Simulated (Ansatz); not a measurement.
# How fast states decay through AsPbBrO2, part 2 of 3

Wanted: the relaxed cell of AsPbBrO2, its band edges and its decay constants. It is built by putting As for Bi in the BiPbBrO2 structure of space group I4mm, with the volume rescaled by atomic radii. The parent structure comes from the Materials Project.

Ansatz 0.2.0; PBE DFT, plane waves, PAW files (the session's first sound run).

So far, gap on path (eV): step 3 (band edges) 0.904.

The structure was built from a prototype and need not be the compound's stable phase.

## Step 6: Complex bands, plane (001), k-mesh 6×6×6

The same for the (001) plane, at (0, 0), (0, -0.3542) and (0.5, 0), to see how the decay depends on direction.

input.yaml

```yaml
crystal:
  lattice:
    - [3.785710367, 0.0, 0.0]
    - [0.0, 3.785710367, 0.0]
    - [1.892855184, 1.892855184, 6.732096136]
  atoms:
    - { symbol: As, position: [0.6793011734, 0.6793011734, 0.6413976532] }
    - { symbol: Pb, position: [0.3566359053, 0.3566359053, 0.2867281894] }
    - { symbol: Br, position: [0.9912461111, 0.9912461111, 0.0175077778] }
    - { symbol: O, position: [0.7364089051, 0.2364089051, 0.5271821898] }
    - { symbol: O, position: [0.2364089051, 0.7364089051, 0.5271821898] }
kpoints:
  mp_grid: { grid: [6, 6, 6] }
scf:
  occupations: { method: fixed }
hamiltonian:
  xc: pbe
output:
  eigenvalues: true
  transmission:
    leads: [[0, 0]]
    kpoints: [[0.0, 0.0], [0.0, -0.3542], [0.5, 0.0]]
    e_range: [-1.0, 1.9]
    de: 0.06
```

Started as:

```bash
$ ansatz run input.yaml --threads 2 --pin off --max-ram 4096MiB --backend cpu --events-out ev --progress --plain --runs-dir out
```

Wall time 18 s (2 threads of Arm Neoverse V2, shared host); peak memory 0.42 GiB.

This step gave:

| Property | Result |
| --- | --- |
| free energy | -20680.2852 eV |
| Fermi energy | 6.948 eV |
| gap on the k-mesh | 0.9099 eV |
| level to which the leads are filled | 0.4549 eV from the Fermi level |
| decay constant at the filling level, zone centre | 0.1524 Å⁻¹ |
| decay constant at the filling level, slowest listed point | 0.1524 Å⁻¹ |

K parallel (0, 0); values up to 1.5 1/Å, a degenerate pair printed once or twice; energies at which all values exceed this have no row. The Im kz of the slowest decaying states by energy, zero at the highest filled level on the SCF mesh:

```
energy (eV)  decay 1 (Å⁻¹)  decay 2 (Å⁻¹)  decay 3 (Å⁻¹)  decay 4 (Å⁻¹)
      -1.00          0.266          0.572           1.06           1.24
      -0.88          0.575           1.07           1.26              -
      -0.70          0.314          0.579           1.08           1.28
      -0.58          0.389          0.580           1.08           1.29
      -0.40          0.103          0.453          0.581           1.08
      -0.28          0.130          0.482          0.581           1.08
      -0.16          0.147          0.504          0.580           1.08
       0.02          0.161          0.528          0.578           1.08
       0.14          0.164          0.540          0.576           1.08
       0.32          0.160          0.554          0.573           1.08
       0.44          0.152          0.562          0.569           1.07
       0.56          0.139          0.566          0.567           1.07
       0.74          0.105          0.559          0.573           1.07
       0.86         0.0600          0.554          0.576           1.06
       1.04          0.546          0.578           1.06           1.34
       1.16          0.539          0.578           1.05           1.34
       1.28          0.532          0.578           1.05           1.34
       1.46          0.521          0.575           1.04           1.34
       1.58          0.512          0.573           1.03           1.34
       1.76         0.0498          0.497          0.568           1.02
       1.88          0.134          0.486          0.564           1.02
```

K parallel (0, -0.3542); values up to 1.5 1/Å, a degenerate pair printed once or twice; energies at which all values exceed this have no row. The Im kz of the slowest decaying states by energy, zero at the highest filled level on the SCF mesh:

```
energy (eV)  decay 1 (Å⁻¹)  decay 2 (Å⁻¹)  decay 3 (Å⁻¹)  decay 4 (Å⁻¹)
      -1.00          0.174          0.548          0.911           1.12
      -0.88         0.0768          0.151          0.495          0.898
      -0.70          0.156          0.320          0.357          0.880
      -0.58          0.156          0.219          0.418          0.870
      -0.40          0.114          0.477          0.482          0.859
      -0.28          0.515          0.541          0.855           1.05
      -0.16          0.542          0.586          0.856           1.03
       0.02         0.0854          0.576          0.633          0.869
       0.14          0.249          0.595          0.657          0.890
       0.32          0.401          0.620          0.686          0.788
       0.44          0.545          0.629          0.702          0.996
       0.56          0.578          0.634          0.716           1.04
       0.74          0.559          0.649          0.734           1.07
       0.86          0.548          0.655          0.744           1.06
       1.04          0.532          0.662          0.757           1.05
       1.16          0.521          0.666          0.765           1.04
       1.28          0.510          0.668          0.772           1.03
       1.46          0.493          0.669          0.781           1.02
       1.58          0.480          0.669          0.787           1.01
       1.76          0.457          0.667          0.795          0.987
       1.88          0.440          0.664          0.801          0.974
```

K parallel (0.5, 0); values up to 1.5 1/Å, a degenerate pair printed once or twice; energies at which all values exceed this have no row. Im kz of the slowest decaying states against energy, zero at the highest filled level on the SCF mesh:

```
energy (eV)  decay 1 (Å⁻¹)  decay 2 (Å⁻¹)  decay 3 (Å⁻¹)  decay 4 (Å⁻¹)
      -1.00          0.863           1.01              -              -
      -0.88          0.150          0.840          0.996              -
      -0.70          0.225          0.781          0.979              -
      -0.58          0.246          0.667          0.966              -
      -0.40          0.250          0.771          0.947              -
      -0.28          0.222          0.812          0.934              -
      -0.16         0.0810          0.837          0.919              -
       0.02          0.328          0.860          0.896              -
       0.14          0.389          0.870          0.878              -
       0.32          0.462          0.846          0.881              -
       0.44          0.510          0.820          0.886              -
       0.56          0.562          0.784          0.889              -
       0.74          0.671          0.698          0.893              -
       0.86          0.638          0.744          0.894              -
       1.04          0.594          0.806          0.894              -
       1.16          0.580          0.835          0.893              -
       1.28          0.569          0.861          0.891              -
       1.46          0.558          0.888          0.910              -
       1.58          0.552          0.886          0.972           1.43
       1.76          0.544          0.881          0.964           1.42
       1.88          0.539          0.877          0.896           1.48
```

At the listed wavevectors the last open channel is at -0.04 eV and the next at +0.92 eV on the grid. At +0.44 eV, the grid energy nearest the filling level (the middle of the gap on the SCF mesh), the slowest state at the listed wavevectors decays with κ = 0.152 Å⁻¹, its amplitude falling by e over 6.6 Å; the first such run, plane (110), gave 0.196 Å⁻¹.

## Step 7: Band edges at another level, cutoff 500 eV

This step: r2SCAN DFT, plane waves, PAW files (Ansatz 0.2.0).

The edges again with r2SCAN, at the same atoms. Against that run the cutoff is 500 eV against 420.

input.yaml

```yaml
crystal:
  lattice:
    - [-1.8928551836, 1.8928551836, 6.732096136]
    - [1.8928551836, -1.8928551836, 6.732096136]
    - [1.8928551836, 1.8928551836, -6.732096136]
  atoms:
    - { symbol: As, position: [0.3206988266, 0.3206988266, 0.0] }
    - { symbol: Pb, position: [0.6433640947, 0.6433640947, 0.0] }
    - { symbol: Br, position: [1.0087538889, 1.0087538889, 0.0] }
    - { symbol: O, position: [0.7635910949, 0.2635910949, 0.5] }
    - { symbol: O, position: [0.2635910949, 0.7635910949, 0.5] }
kpoints:
  mp_grid: { grid: [8, 8, 8] }
  band_path: { path: [VBM, CBM], npoints: 30 }
scf:
  occupations: { method: fixed }
hamiltonian:
  xc: r2scan
output:
  eigenvalues: true
```

The job ended after 37 s (2 threads; peak memory 0.59 GiB; 73 s of CPU time).

Numbers from this step:

* free energy: -20715.2749 eV
* Fermi energy: 6.657 eV
* gap on the k-mesh: 1.081 eV
* gap on path: 1.064 eV, by band count; negative where bands overlap
* direct gap on path: 1.473 eV
* edge places on path: 0, 1.819 1/A along the path

Electronic bands along the path, in eV, zero at the Fermi level (highest filled level under fixed occupations); v1 is the highest filled band, c1 the lowest empty one:

```
  point     v4     v3     v2     v1    c1    c2    c3    c4
    VBM  -2.27  -0.96  -0.65   0.02  2.71  4.51  5.61  6.08
halfway  -1.76  -1.36  -1.06  -0.64  3.63  4.20  4.84  5.93
    CBM  -1.67  -0.89  -0.89  -0.55  1.08  5.02  5.25  5.25
```

The searched edges give 1.06 eV, against 1.08 eV on the mesh.

## Step 8: Complex bands at another level, cutoff 500 eV

This step: r2SCAN DFT, plane waves, PAW files; complex bands by layer matching along the plane's normal (Ansatz 0.2.0).

The complex bands at that level, over its own gap, at (0, 0) and (0, -0.5).

input.yaml

```yaml
crystal:
  lattice:
    - [5.353802945, 0.0, 0.0]
    - [2.676901472, 6.732096136, 0.0]
    - [2.676901472, 0.0, 2.676901472]
  atoms:
    - { symbol: As, position: [0.6793011734, 0.6413976532, 0.0] }
    - { symbol: Pb, position: [0.3566359053, 0.2867281894, 0.0] }
    - { symbol: Br, position: [0.9912461111, 0.0175077778, 0.0] }
    - { symbol: O, position: [0.7364089051, 0.5271821898, 0.5] }
    - { symbol: O, position: [0.2364089051, 0.5271821898, 0.5] }
kpoints:
  mp_grid: { grid: [8, 8, 8] }
scf:
  occupations: { method: fixed }
hamiltonian:
  xc: r2scan
output:
  eigenvalues: true
  transmission:
    leads: [[0, 0]]
    kpoints: [[0.0, 0.0], [0.0, -0.5]]
    e_range: [-1.0, 2.06]
    de: 0.06
```

Wall time 2 min (2 threads); peak memory 1.3 GiB.

This step gave:

```
level to which the leads are filled                       : 0.5405 eV from the Fermi level
decay constant at the filling level, zone centre          : 0.2249 Å⁻¹
decay constant at the filling level, slowest listed point : 0.2126 Å⁻¹
```

K parallel (0, 0); values up to 1.5 1/Å, a degenerate pair printed once or twice; energies at which all values exceed this have no row. Table of Im kz of the slowest decaying states by energy, zero at the highest filled level on the SCF mesh:

```
energy (eV)  decay 1 (Å⁻¹)  decay 2 (Å⁻¹)  decay 3 (Å⁻¹)  decay 4 (Å⁻¹)
     -1.000         0.0377         0.0551          0.288          0.395
     -0.820          0.161          0.228          0.303          0.460
     -0.580          0.220          0.324          0.347          0.552
     -0.400          0.147          0.247          0.337          0.402
     -0.220          0.207          0.264          0.349          0.443
      0.020          0.118          0.248          0.279          0.362
      0.200          0.173          0.268          0.287          0.370
      0.380          0.205          0.281          0.294          0.377
      0.620          0.229          0.292          0.300          0.383
      0.800          0.238          0.297          0.303          0.386
      0.980          0.238          0.298          0.303          0.387
      1.220          0.227          0.296          0.300          0.386
      1.400          0.207          0.291          0.295          0.382
      1.580          0.166          0.283          0.288          0.376
      1.820          0.267          0.276          0.362          0.593
      2.000          0.221          0.250          0.266          0.337
```

K parallel (0, -0.5); values up to 1.5 1/Å, a degenerate pair printed once or twice; energies at which all values exceed this have no row. Im kz of the slowest decaying states against energy, zero at the highest filled level on the SCF mesh:

```
energy (eV)  decay 1 (Å⁻¹)  decay 2 (Å⁻¹)  decay 3 (Å⁻¹)  decay 4 (Å⁻¹)
     -1.000          0.128          0.248          0.310          0.400
     -0.820         0.0462          0.138          0.170          0.279
     -0.580         0.0355          0.195          0.272          0.308
     -0.400          0.157          0.196          0.323          0.330
     -0.220          0.181          0.222          0.335          0.367
      0.020          0.106          0.202          0.269          0.345
      0.200          0.161          0.230          0.291          0.350
      0.380          0.191          0.246          0.308          0.352
      0.620          0.218          0.254          0.324          0.351
      0.800          0.234          0.248          0.333          0.348
      0.980          0.226          0.246          0.339          0.343
      1.220          0.262          0.333          0.345          0.354
      1.400          0.276          0.323          0.347          0.375
      1.580          0.294          0.310          0.347          0.389
      1.820          0.288          0.318          0.345          0.401
      2.000          0.268          0.336          0.341          0.407
```

K parallel (0, -0.5). Re kz of states that move upwards against energy, zero at the highest filled level on the SCF mesh:

```
energy (eV)  channel 1 (Å⁻¹)  channel 2 (Å⁻¹)  channel 3 (Å⁻¹)  channel 4 (Å⁻¹)
      -1.00           -0.777           -0.180          -0.0729            0.711
      -0.82           -0.740            0.860                -                -
      -0.70           -0.714            0.955                -                -
      -0.52           -0.673           0.0339                -                -
      -0.40           -0.641           0.0988                -                -
      -0.22           -0.581            0.209                -                -
      -0.10           -0.511            0.369                -                -
       0.02                -                -                -                -
       0.08                -                -                -                -
       0.20                -                -                -                -
       0.38                -                -                -                -
       0.56                -                -                -                -
       0.68                -                -                -                -
       0.86                -                -                -                -
       0.98                -                -                -                -
       1.16            0.178                -                -                -
       1.28            0.267                -                -                -
       1.46            0.359                -                -                -
       1.58            0.408                -                -                -
       1.76            0.470                -                -                -
       1.88            0.505                -                -                -
       2.06            0.551                -                -                -
```

At the listed wavevectors the last open channel is at -0.10 eV and the next at +1.10 eV on the grid. At +0.56 eV, the grid energy nearest the filling level (the middle of the gap on the SCF mesh), the slowest state at the listed wavevectors decays with κ = 0.213 Å⁻¹, its amplitude falling by e over 4.7 Å; the first such run, plane (110), gave 0.196 Å⁻¹.

(Continued in part 3 of 3.)

[Logs are printed without paths, hosts, clocks, repeated set-up lines and the standing remarks that a program may print on its own settings, such as how far it seeks lower states.]

[Hosts, paths, dates, database ids (printed as entryN), source tags and the programs' standing remarks are cut or masked in the printed files.]
